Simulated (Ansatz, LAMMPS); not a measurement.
# Electronic structure of amorphous polyacrylonitrile (as short chains C14N4H18) at 480 K (108 atoms)

Wanted: forces, charges and levels of amorphous polyacrylonitrile (as short chains C14N4H18) at 480 K (108 atoms).

Method: Kohn-Sham DFT, PBE+D3(BJ), PAW (set soft_2), plane waves, in Ansatz 0.2.0.

## Step 1: Set-up

The cell holds 108 atoms: 42 C, 12 N and 54 H. Cell: a = 10.691 Å, b = 10.691 Å, c = 10.691 Å, α = 90.0°, β = 90.0°, γ = 90.0°. 3 polyacrylonitrile chains of 4 units with methyl end groups placed at random, at 0.988 g/cm³; overlaps pushed apart, then 20 ps at 800 K with MMFF94 bonds, angles, torsions, charges and radii (Halgren, J. Comput. Chem. 17, 490 (1996)) in harmonic and 12-6 forms. Snapshot after 30 ps at 480 K and fixed volume.

Before any run, some limits are plain. The network of contacts between molecules at the start is that of the classical potential that made the cell, and needn't be the one that DFT or experiment would give. The density was typed from a rule of thumb and may lie off the real one at this temperature. Only the Γ point is sampled, in a cell whose shortest periodic width is 11 Å.

## Step 2: The classical run that made the cell

A classical potential makes the cell, at a small fraction of what the same run would cost in DFT.

This step: classical MD, MMFF94 bonds, angles, torsions, charges and radii (Halgren, J. Comput. Chem. 17, 490 (1996)) in harmonic and 12-6 forms; charges of ions scaled by 0.8 (LAMMPS 22 Jul 2025 - Update 4).

The input, in.lmp:

```
# amorphous polyacrylonitrile
units real
atom_style full
boundary p p p
bond_style harmonic
angle_style harmonic
dihedral_style opls
improper_style harmonic
special_bonds lj 0 0 0.5 coul 0 0 0.75
read_data data.lmp
neigh_modify delay 0 every 1 check yes one 4000
comm_modify cutoff 12.0
timestep 0.5
thermo_style custom step time temp pe press density
thermo_modify norm yes
# push overlapping molecules apart
pair_style soft 2.6
pair_coeff * * 0.0
variable a equal ramp(1,60)
fix ad all adapt 1 pair soft a * * v_a
velocity all create 800 652225 mom yes dist gaussian
fix lim all nve/limit 0.03
fix lan all langevin 800 800 50 652226 zero yes
thermo 1000
run 3000 post no
unfix ad
pair_style lj/cut/coul/long 9.0
pair_modify mix arithmetic tail yes
pair_coeff 1 1 0.0678 3.3680   # C
pair_coeff 2 2 0.0678 3.5530   # C
pair_coeff 3 3 0.0721 3.3270   # N
pair_coeff 4 4 0.0216 2.5400   # H
kspace_style pppm 1.0e-4
thermo 100
# [... 16 lines left out ...]
compute msd all msd com yes
thermo 7500
fix md all nvt temp 480 480 100
run 30000 post no
print "== T480: mean square displacement over the hold $(c_msd[4]:%.2f) A^2"
unfix md
uncompute msd
write_dump all custom T480.dump id type xs ys zs modify sort id
```

Started as:

```
$ lmp -in in.lmp -log none -nocite
```

Numbers of over 12 decimals in the logs are rounded to 6 here.

Output:

```text
LAMMPS (22 Jul 2025 - Update 4)
Reading data file ...
  orthogonal box = (0 0 0) to (10.69066 10.69066 10.69066)
  108 atoms
  orthogonal box = (0 0 0) to (10.69066 10.69066 10.69066)
  105 bonds
  192 angles
  243 dihedrals
   Step          Time           Temp          PotEng         Press         Density
         0   0              800            0.44995682    -10732.675      0.98799961
      1000   500            620.05987      2.6283866      34420.99       0.98799961
      2000   1000           707.41797      2.937014       37007.854      0.98799961
      3000   1500           560.44848      2.6387225      32456.392      0.98799961
WARNING: Bond/angle/dihedral extent > half of periodic box length
Loop time of 0.262369 s on 1 MPI rank(s) for 3000 steps with 108 atoms
PPPM initialization ...
  G vector (1/distance) = 0.27315619
  grid = 5 5 5
  estimated relative force accuracy = 3.5295688e-05
WARNING: Bond/angle/dihedral extent > half of periodic box length
   Step          Time           Temp          PotEng         Press         Density
      3000   1500           560.44848      1.9913495      16712.923      0.98799961
      3100   1550           560.44848     -0.46751706     14285.384      0.98799961
[... 14 lines left out ...]
Loop time of 0.695639 s on 1 MPI rank(s) for 2000 steps with 108 atoms
WARNING: Bond/angle/dihedral extent > half of periodic box length
   Step          Time           Temp          PotEng         Press         Density
      2000   1000           587.62295      1.0095106     -736.68439      0.98799961
[... 5 lines left out ...]
WARNING: Bond/angle/dihedral extent > half of periodic box length
Loop time of 7.61953 s on 1 MPI rank(s) for 20000 steps with 108 atoms
WARNING: Bond/angle/dihedral extent > half of periodic box length
   Step          Time           Temp          PotEng         Press         Density
[... 4 lines left out ...]
WARNING: Bond/angle/dihedral extent > half of periodic box length
Loop time of 7.47549 s on 1 MPI rank(s) for 20000 steps with 108 atoms
WARNING: Bond/angle/dihedral extent > half of periodic box length
   Step          Time           Temp          PotEng         Press         Density
[... 2 lines left out ...]
     52500   51500          475.01227      0.48111651    -859.81326      0.98799961
     60000   59000          511.3273       0.2636981      9904.0228      0.98799961
     67500   66500          456.60362      0.53695093     2058.4845      0.98799961
     72000   71000          456.80208      0.3584535      602.46126      0.98799961
WARNING: Bond/angle/dihedral extent > half of periodic box length
Loop time of 10.8078 s on 1 MPI rank(s) for 30000 steps with 108 atoms
== T480: mean square displacement over the hold 3.71 A^2
```

Run time: 27 s. Hardware: 1 thread of Arm Neoverse V2, shared host; peak memory 0.13 GiB.

The input also reads data.lmp (atoms, bonds and types; not printed here).

## Step 3: Plane-wave single point

The electrons are solved once, with the atoms held.

The input, input.yaml:

```yaml
crystal:
  lattice:
    - [10.69066, 0.0, 0.0]
    - [0.0, 10.69066, 0.0]
    - [0.0, 0.0, 10.69066]
  atoms:
    - { symbol: C, position: [0.08033, 0.16566, 0.03011] }
    - { symbol: C, position: [0.09959, 0.28756, 0.11028] }
    - { symbol: C, position: [0.01154, 0.30557, 0.21546] }
    - { symbol: C, position: [0.88595, 0.30992, 0.1762] }
    - { symbol: "N", position: [0.78344, 0.33076, 0.14011] }
    - { symbol: C, position: [0.03367, 0.21002, 0.32132] }
    - { symbol: C, position: [0.03609, 0.25085, 0.4541] }
    - { symbol: C, position: [0.11504, 0.16512, 0.53839] }
    - { symbol: "N", position: [0.17853, 0.09791, 0.60023] }
    - { symbol: C, position: [0.89297, 0.25713, 0.50442] }
    - { symbol: C, position: [0.8495, 0.36317, 0.58263] }
    - { symbol: C, position: [0.93927, 0.38923, 0.68421] }
    - { symbol: "N", position: [0.0158, 0.40861, 0.75688] }
    - { symbol: C, position: [0.81232, 0.47868, 0.50269] }
    - { symbol: C, position: [0.69238, 0.47693, 0.42957] }
    - { symbol: C, position: [0.71342, 0.57725, 0.33565] }
    - { symbol: "N", position: [0.72919, 0.64923, 0.25821] }
    - { symbol: C, position: [0.57272, 0.50372, 0.50878] }
    - { symbol: H, position: [0.02787, 0.19907, 0.94769] }
    - { symbol: H, position: [0.16879, 0.12182, 0.99457] }
    - { symbol: H, position: [0.02495, 0.09493, 0.07728] }
    - { symbol: H, position: [0.19222, 0.28379, 0.15136] }
    - { symbol: H, position: [0.09785, 0.35952, 0.03981] }
    - { symbol: H, position: [0.04643, 0.39176, 0.26392] }
    - { symbol: H, position: [0.97219, 0.12428, 0.30615] }
    - { symbol: H, position: [0.12854, 0.17396, 0.29726] }
    - { symbol: H, position: [0.07371, 0.34108, 0.45534] }
    - { symbol: H, position: [0.82943, 0.25302, 0.43028] }
    - { symbol: H, position: [0.88109, 0.17711, 0.5677] }
    - { symbol: H, position: [0.75909, 0.32927, 0.61897] }
    - { symbol: H, position: [0.88508, 0.48343, 0.43403] }
    - { symbol: H, position: [0.83092, 0.56121, 0.55398] }
    - { symbol: H, position: [0.68455, 0.38258, 0.38237] }
    - { symbol: H, position: [0.54863, 0.42876, 0.57942] }
    - { symbol: H, position: [0.49948, 0.53952, 0.44889] }
    - { symbol: H, position: [0.60781, 0.5753, 0.58206] }
    - { symbol: C, position: [0.23736, 0.66104, 0.33663] }
    - { symbol: C, position: [0.1075, 0.69742, 0.37505] }
    - { symbol: C, position: [0.10696, 0.78959, 0.48736] }
    - { symbol: C, position: [0.9903, 0.87099, 0.47868] }
    - { symbol: "N", position: [0.91818, 0.94687, 0.4956] }
    - { symbol: C, position: [0.10817, 0.71882, 0.61179] }
    - { symbol: C, position: [0.16945, 0.79632, 0.71668] }
    - { symbol: C, position: [0.29606, 0.82346, 0.68626] }
    - { symbol: "N", position: [0.39537, 0.84441, 0.65389] }
    - { symbol: C, position: [0.08194, 0.89448, 0.76728] }
    - { symbol: C, position: [0.99456, 0.85, 0.87287] }
    - { symbol: C, position: [0.07676, 0.82058, 0.98084] }
    - { symbol: "N", position: [0.13151, 0.76612, 0.05447] }
    - { symbol: C, position: [0.88265, 0.76461, 0.83783] }
    - { symbol: C, position: [0.80097, 0.72439, 0.9486] }
    - { symbol: C, position: [0.73777, 0.83238, 0.00413] }
    - { symbol: "N", position: [0.68897, 0.92875, 0.03007] }
    - { symbol: C, position: [0.70961, 0.63156, 0.91302] }
    - { symbol: H, position: [0.30212, 0.65781, 0.4073] }
    - { symbol: H, position: [0.28007, 0.72981, 0.27368] }
    - { symbol: H, position: [0.23533, 0.56618, 0.28989] }
    - { symbol: H, position: [0.04642, 0.61809, 0.40428] }
    - { symbol: H, position: [0.04958, 0.74954, 0.29957] }
    - { symbol: H, position: [0.19325, 0.85033, 0.48239] }
    - { symbol: H, position: [0.16033, 0.64401, 0.58247] }
    - { symbol: H, position: [0.00757, 0.68355, 0.62645] }
    - { symbol: H, position: [0.19128, 0.73579, 0.79327] }
    - { symbol: H, position: [0.02974, 0.9403, 0.69925] }
    - { symbol: H, position: [0.14927, 0.96885, 0.80758] }
    - { symbol: H, position: [0.95583, 0.94205, 0.90576] }
    - { symbol: H, position: [0.91346, 0.67562, 0.8022] }
    - { symbol: H, position: [0.83494, 0.80584, 0.75318] }
    - { symbol: H, position: [0.86965, 0.67474, 0.00717] }
    - { symbol: H, position: [0.65907, 0.58562, 0.99389] }
    - { symbol: H, position: [0.63009, 0.67227, 0.8612] }
    - { symbol: H, position: [0.76929, 0.55817, 0.85816] }
    - { symbol: C, position: [0.41979, 0.53149, 0.85045] }
    - { symbol: C, position: [0.32157, 0.43183, 0.87742] }
    - { symbol: C, position: [0.32158, 0.31429, 0.80042] }
    - { symbol: C, position: [0.28661, 0.35812, 0.67108] }
    - { symbol: "N", position: [0.27394, 0.39723, 0.57091] }
    - { symbol: C, position: [0.4493, 0.24232, 0.79392] }
    [... 24 atom lines left out ...]
    - { symbol: H, position: [0.40817, 0.08784, 0.26118] }
    - { symbol: H, position: [0.45842, 0.96755, 0.16197] }
    - { symbol: H, position: [0.68079, 0.00769, 0.26921] }
    - { symbol: H, position: [0.66413, 0.87733, 0.43534] }
    - { symbol: H, position: [0.49596, 0.91825, 0.44074] }
    - { symbol: H, position: [0.53479, 0.82155, 0.31708] }
kpoints:
  mp_grid: { grid: [1, 1, 1] }
hamiltonian:
  xc: pbe
  dispersion: d3bj
scf:
  occupations: { method: fixed }
output:
  forces: true
  stress: true
  populations: true
  dos:
    method: { smearing: { sigma: 0.08 } }
    de: 0.1
    projected: { site_lists: { C: [C], H: [H], "N": ["N"] } }
  eigenvalues: true
  write_density: true
  write_potential: true
  volumetric_format: npy
```

Started as:

```
$ ansatz run input.yaml --threads 8 --pin off --max-ram 15872MiB --backend cpu --events-out ev --progress --plain --runs-dir out
```

Output:

```text
Engine: ansatz 0.2.0, aarch64-unknown-linux-gnu
Pseudopotentials: kind: paw
Pseudopotential: C, paw, valence charge 4, recommended cutoff 420 eV (normal), C.paw.azcp
Pseudopotential: N, paw, valence charge 5, recommended cutoff 420 eV (normal), N.paw.azcp
Pseudopotential: H, paw, valence charge 1, recommended cutoff 420 eV (normal), H.paw.azcp
[... 5 lines on functional and potentials left out ...]
Crystal: 108 atoms, lattice volume = 1221.838 Å³
Basis set: ecut = 420 eV, 23847 PW (Γ), exchange–correlation on 144×144×144 points (8 copies of the dense FFT grid, shifted against one another)
Bands: 249, of which v1, the nominal top of the filled ones, is band 141 counted from 1 (140 counted from 0)
Symmetry: 1 space group operations
Space group: P1 (ITA 1), of the structure as read, at distance tolerance 1.1e-4 Å
k-points: 1
[... 7 lines on functional and potentials left out ...]
Initial density: superposition of atomic densities (neutral atoms: chi_scale 0, normalization atom), corrected by the library's trained network
Initial wavefunctions: pseudopotential atomic-orbital guess
Functional: x = pbe(κ = 0.804, μ = 0.219515), c = pbe(β = 0.066725)
SCF iter   1: F=—  HF=-16004.563488 eV  |F-HF|=—  |Δ(HF+E_count)|=         —  Δρ=4.46e-3  dr2=3.51e-1  ethr=1.77e-3  ⟨swp⟩=5.0  Hψ=866  notcnv=0  defer=105
preconditioner: auto → Resta (q_TF=auto, 2.137 Å⁻¹)  ε∞=2.4  [insulator: Δε(μ)=5.818 eV  Ē_g=14.908 eV  n_scr=202 (ndim 8)  ℏωp=17.8 eV  f_vac=0.243  ε∞_Penn≈2.4]
SCF iter   2: F=—  HF=-16004.546905 eV  |F-HF|=—  |Δ(HF+E_count)|=   1.66e-2  Δρ=2.32e-3  dr2=8.84e-2  ethr=1.25e-4  ⟨swp⟩=2.0  Hψ=421  notcnv=0  defer=106
SCF iter   3: F=—  HF=-16004.548786 eV  |F-HF|=—  |Δ(HF+E_count)|=   1.88e-3  Δρ=1.46e-3  dr2=3.57e-2  ethr=3.13e-5  ⟨swp⟩=3.0  Hψ=289  notcnv=0  defer=106
SCF iter   4: F=—  HF=-16004.547236 eV  |F-HF|=—  |Δ(HF+E_count)|=   1.55e-3  Δρ=4.25e-4  dr2=3.49e-3  ethr=1.27e-5  ⟨swp⟩=3.0  Hψ=281  notcnv=0  defer=106
SCF iter   5: F=—  HF=-16004.547152 eV  |F-HF|=—  |Δ(HF+E_count)|=   8.36e-5  Δρ=2.46e-4  dr2=9.60e-4  ethr=1.24e-6  ⟨swp⟩=2.0  Hψ=280  notcnv=0  defer=106
SCF iter   6: F=—  HF=-16004.547085 eV  |F-HF|=—  |Δ(HF+E_count)|=   6.74e-5  Δρ=1.35e-4  dr2=2.81e-4  ethr=3.40e-7  ⟨swp⟩=2.0  Hψ=283  notcnv=0  defer=106
SCF iter   7: F=—  HF=-16004.547041 eV  |F-HF|=—  |Δ(HF+E_count)|=   4.42e-5  Δρ=3.20e-5  dr2=1.65e-5  ethr=9.98e-8  ⟨swp⟩=2.0  Hψ=275  notcnv=0  defer=106
SCF iter   8: F=—  HF=-16004.548046 eV  |F-HF|=—  |Δ(HF+E_count)|=   1.01e-3  Δρ=2.02e-5  dr2=6.19e-6  ethr=5.86e-9  ⟨swp⟩=2.0  Hψ=386  notcnv=0  defer=106
SCF iter   9: F=—  HF=-16004.548045 eV  |F-HF|=—  |Δ(HF+E_count)|=   9.28e-7  Δρ=5.78e-6  dr2=4.56e-7  ethr=2.19e-9  ⟨swp⟩=2.0  Hψ=284  notcnv=0  defer=106
SCF iter  10: F=-16004.548045 eV  HF=-16004.548045 eV  |F-HF|=2.40e-8  |Δ(HF+E_count)|=   1.90e-8  Δρ=2.11e-6  dr2=6.61e-8  ethr=3.55e-11  ⟨swp⟩=22.0  Hψ=2369  notcnv=0
SCF 1 converged in 10 iterations: F = -16004.548045 eV  dr2 = 6.61e-8
  greatest PAW one-centre occupation: 0.846 electrons in one spin orbital (limit 2), on the N atom at site 48 (counted from 0), in its partial waves of l = 0
WARN: The input density's exchange-correlation potential varies sharply where the density is thin. Do not read a vacuum level from v_tot or v_xc, or from such a field of the output density. On a cell that repeats whose density bears no net charge and no dipole along the vacuum's axis use v_es (v_loc + v_h of the components); [...]
SCF converged after 10 iterations
Free energy (F): -16004.548045 eV
Harris-Foulkes:  -16004.548045 eV  (|F-HF|=2.40e-8)
Internal energy: -16004.548045 eV  (E = F + TS)
E sigma→0 (E₀):  -16004.548045 eV
Fermi energy:    -2.306842 eV
--- Per-component energies (eV) ---
  E_band       = -2157.697772
  E_kinetic    = 6087.824603
  E_local      = -19218.393845  (includes V_loc(G=0)·N_el)
  E_nonlocal   = 1815.144876
  E_hartree    = 6859.194960
  E_xc         = -3200.402135
  E_vxc        = -4004.763144  (∫ρ·V_xc dr)
  E_paw        = -5732.224343  (= ΣΔE_a)
  E_vpaw       = -555.825707  (= ΣTr[D̂ρ^β])
  E_aug_tail   = -0.072608  (compensation charges beyond the density's cutoff)
  E_ewald      = -2609.391969
  E_disp       = -6.227586  (pairwise vdW)
  E_smearing   = -0.000000  (= −TS)
  E_closure    = 0.000000  (closes the sum)
  Σ components = -16004.548045   (vs F -16004.548045, Δ=0.00e0)
--- Forces (eV/Å), atoms counted from 1 ---
  atom   1  C      0.14932199     0.75447922    -0.52974092
  atom   2  C      1.27837978    -1.99286495    -1.65398305
  atom   3  C      1.14412353     0.62363702     2.32495732
  atom   4  C     -3.52660103     1.66068891    -0.99634212
  atom   5  N      1.96413617    -0.70420636     0.78764628
  atom   6  C      0.88756545    -3.35049885    -1.83698878
  atom   7  C     -2.10962582    -1.51810992     1.80286939
  atom   8  C      0.62087451    -0.49343248     0.21860423
  atom   9  N     -1.68791511     1.80854858    -1.67113314
  atom  10  C      2.51474185    -1.35570773     1.44021146
  atom  11  C     -0.96224315     1.13961160     0.60093840
  atom  12  C     -1.84704908    -0.14553183    -1.61358748
  atom  13  N      1.14553124     0.37886116     1.29315012
  atom  14  C      1.83285685    -1.00539937     0.32875386
[...]
atom 107  H      0.34003103    -0.51829020     0.24228511
  atom 108  H      0.86887360     0.06256754    -0.13787741
  max |Σ_I F_I| component: 4.59e-5 eV/Å
--- Stress (GPa, compression-positive) ---
        1.080087      -0.037340      -0.944815
       -0.037340       1.693299       0.193984
       -0.944815       0.193984       2.249568
  P = ⅓ Tr σ = 1.6743 GPa (16.743 kbar)
--- Band table (eV) ---
  k-point 0: bands = ["-18.2344", "-18.0990", "-18.0126", "-17.9634", [... 233 levels ...], "9.8686", "9.8863", "9.9629", "10.0458", "10.1401", "10.1625", "10.2147", "10.2551", "10.3346", "10.3555", "10.3867", "10.4874"]
--- Löwdin populations: 108 sites ---
  site symbol       q [e]
     0      C      4.4709
     1      C      4.2607
     2      C      4.1264
[...]
107      H      0.8005
  spilling = 0.012718 (of n_electrons = 282.000000)
```

Elapsed: 6.2 s, on 8 threads of Arm Neoverse V2, shared host; peak memory 1.2 GiB; 44 s of CPU time.

The program notes that the exchange-correlation potential is rough where the density is thin.

The run gave:

| Item | Value |
| --- | --- |
| free energy | -16004.5480 eV |
| free energy per atom | -148.1903 eV/atom |
| SCF cycles | 10 |
| pressure | 1.674 GPa |
| r.m.s. force component | 1.237 eV/Å |
| longest force | 5.117 eV/Å |
| Fermi energy | -2.307 eV |
| gap (highest filled to lowest empty level) | 5.717 eV |
| spilling of the projection | 0.01272 |

Neighbours are counted within 1.34 Å (H-C), 1.85 Å (C-C), 1.62 Å (C-N).

Length of the force by element and coordination:

| element | coordination | atoms | mean length of the force (eV/Å) | spread | least | most |
| --- | --- | --- | --- | --- | --- | --- |
| C | all | 42 | 2.46 | 1.05 | 0.619 | 5.12 |
| C | 2 | 12 | 2.85 | 1.36 | 0.619 | 5.12 |
| C | 4 | 30 | 2.31 | 0.852 | 0.870 | 3.92 |
| H | all | 54 | 1.24 | 0.685 | 0.289 | 3.15 |
| N | all | 12 | 2.47 | 1.02 | 0.549 | 3.81 |

Löwdin charges by element and coordination (they lack the spilled electrons, 0.033 e an atom on average):

| element | coordination | atoms | mean charge (e) | spread | least | most |
| --- | --- | --- | --- | --- | --- | --- |
| C | all | 42 | -0.116 | 0.222 | -0.471 | 0.216 |
| C | 2 | 12 | 0.199 | 0.0116 | 0.178 | 0.216 |
| C | 4 | 30 | -0.241 | 0.116 | -0.471 | -0.102 |
| H | all | 54 | 0.201 | 0.0215 | 0.153 | 0.243 |
| N | all | 12 | -0.200 | 0.0111 | -0.218 | -0.182 |

States in the cell by windows of 1 eV, zero at the Fermi level; the larger projections on atomic orbitals stand beside the total:

| from (eV) | to (eV) | total | C p | N p | H s | C s | N s |
| --- | --- | --- | --- | --- | --- | --- | --- |
| -17 | -16 | 0.4 | 0.0 | 0.0 | 0.0 | 0.1 | 0.1 |
| -16 | -15 | 23.6 | 2.8 | 2.4 | 0.6 | 8.7 | 8.7 |
| -15 | -14 | 7.8 | 2.0 | 0.1 | 0.9 | 3.7 | 0.9 |
| -14 | -13 | 9.8 | 2.6 | 0.1 | 1.3 | 5.2 | 0.5 |
| -13 | -12 | 6.4 | 2.1 | 0.0 | 0.8 | 3.3 | 0.2 |
| -12 | -11 | 2.2 | 0.6 | 0.0 | 0.5 | 1.2 | 0.0 |
| -11 | -10 | 7.8 | 2.2 | 0.0 | 1.7 | 3.8 | 0.0 |
| -10 | -9 | 6.2 | 2.3 | 0.0 | 1.2 | 2.5 | 0.0 |
| -9 | -8 | 15.2 | 6.5 | 0.0 | 3.0 | 5.2 | 0.2 |
| -8 | -7 | 4.5 | 1.8 | 0.0 | 1.1 | 1.4 | 0.0 |
| -7 | -6 | 10.5 | 7.3 | 0.1 | 1.8 | 0.9 | 0.2 |
| -6 | -5 | 14.7 | 10.5 | 0.2 | 2.5 | 1.1 | 0.2 |
| -5 | -4 | 18.7 | 14.1 | 0.4 | 2.7 | 1.0 | 0.2 |
| -4 | -3 | 22.5 | 15.1 | 1.2 | 4.8 | 0.9 | 0.3 |
| -3 | -2 | 29.0 | 16.8 | 3.5 | 6.6 | 0.9 | 0.9 |
| -2 | -1 | 58.0 | 23.8 | 20.9 | 7.2 | 0.6 | 4.8 |
| -1 | 0 | 43.9 | 20.9 | 15.2 | 6.3 | 0.3 | 0.8 |
| 0 | 1 | 0.7 | 0.4 | 0.2 | 0.1 | 0.0 | 0.0 |
| 1 | 5 | 0.0 | 0.0 | 0.0 | 0.0 | 0.0 | 0.0 |

The curve was stored every 0.100 eV, coarse against its broadening of 0.08 eV, so these counts are rough.

With fixed occupations the program's Fermi level is the highest filled level; weight inside the gap is the broadening of levels at its edges.

The levels nearest the highest filled one (over half full), pooled over k-points and spins:

| level less the highest filled one (eV) | occupation |
| --- | --- |
| -0.346 | 2 |
| -0.318 | 2 |
| -0.302 | 2 |
| -0.248 | 2 |
| -0.154 | 2 |
| 0 | 2 |
| 5.72 | 0 |
| 5.88 | 0 |
| 6.01 | 0 |
| 6.20 | 0 |
| 6.28 | 0 |
| 6.33 | 0 |

(Continued in part 2 of 2.)

[Logs are printed without paths, hosts, clocks, repeated set-up lines and the standing remarks that a program may print on its own settings, such as how far it seeks lower states.]

[Hosts, paths, dates, database ids (printed as entryN), source tags and the programs' standing remarks are cut or masked in the printed files.]

[The MMFF94 radii named for the starting cell were scaled by 0.96; in molecules described by MMFF94, hydrogen bound to N, O or S took a small fixed 12-6 site in their place.]
